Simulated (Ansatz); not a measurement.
In doubt: masses and optical values from hybrid runs of this build are listed as unsure (in some of the runs), which bears on the screening that GW takes from such a start.

The crystal is MgH2 (P4_2/mnm).

The structure is tetragonal, space group P4_2/mnm (No. 136). Conventional cell: a = 4.517 Å, b = 4.517 Å, c = 3.021 Å, α = 90.00°, β = 90.00°, γ = 90.00°. Nearest to Mg lie 6 H at 1.95 Å. Nearest to H lie 3 Mg at 1.95 Å. Farther neighbours are not listed.

```yaml
crystal:
  lattice:
    - [4.51680, 0.00000, 0.00000]
    - [0.00000, 4.51680, 0.00000]
    - [0.00000, 0.00000, 3.02050]
  atoms:
    - { symbol: Mg, position: [0.00000, 0.00000, 0.00000] }
    - { symbol: Mg, position: [0.50000, 0.50000, 0.50000] }
    - { symbol: H, position: [0.30600, 0.30600, 0.00000] }
    - { symbol: H, position: [0.19400, 0.80600, 0.50000] }
    - { symbol: H, position: [0.69400, 0.69400, 0.00000] }
    - { symbol: H, position: [0.80600, 0.19400, 0.50000] }
```

The cell and positions come from the Crystallography Open Database and are kept as given unless a step says otherwise.

Gaps computed with Ansatz 0.2.0 without a self-energy: HSE06 4.81 eV.

**Question.** Estimate the G0W0@HSE06 gap with 4×4×6 mesh, 366 empty bands, screening to 190 eV, hard PAW files.

About 6.62 eV: on its mesh the run moves the gap from 5.02 eV by +1.60 eV. Bands and cutoff are finite, so the gap is not at the basis limit. The miss can reach some tenths of an eV and take either sign; the mesh is an error of its own.

[Paths, hosts, dates, memory and timing lines, banners, echoed tables and standing remarks are left out of the program output.]

[Logs are printed without paths, hosts, clocks, repeated set-up lines and the standing remarks that a program may print on its own settings, such as how far it seeks lower states.]

[Runs of the session that timed out or met a known fault of the program may be left out.]

[Cells called generated may have been cut or substituted from an entry of the Crystallography Open Database or the Materials Project.]

[Hosts, paths, dates, database ids (printed as entryN), source tags and the programs' standing remarks are cut or masked in the printed files.]
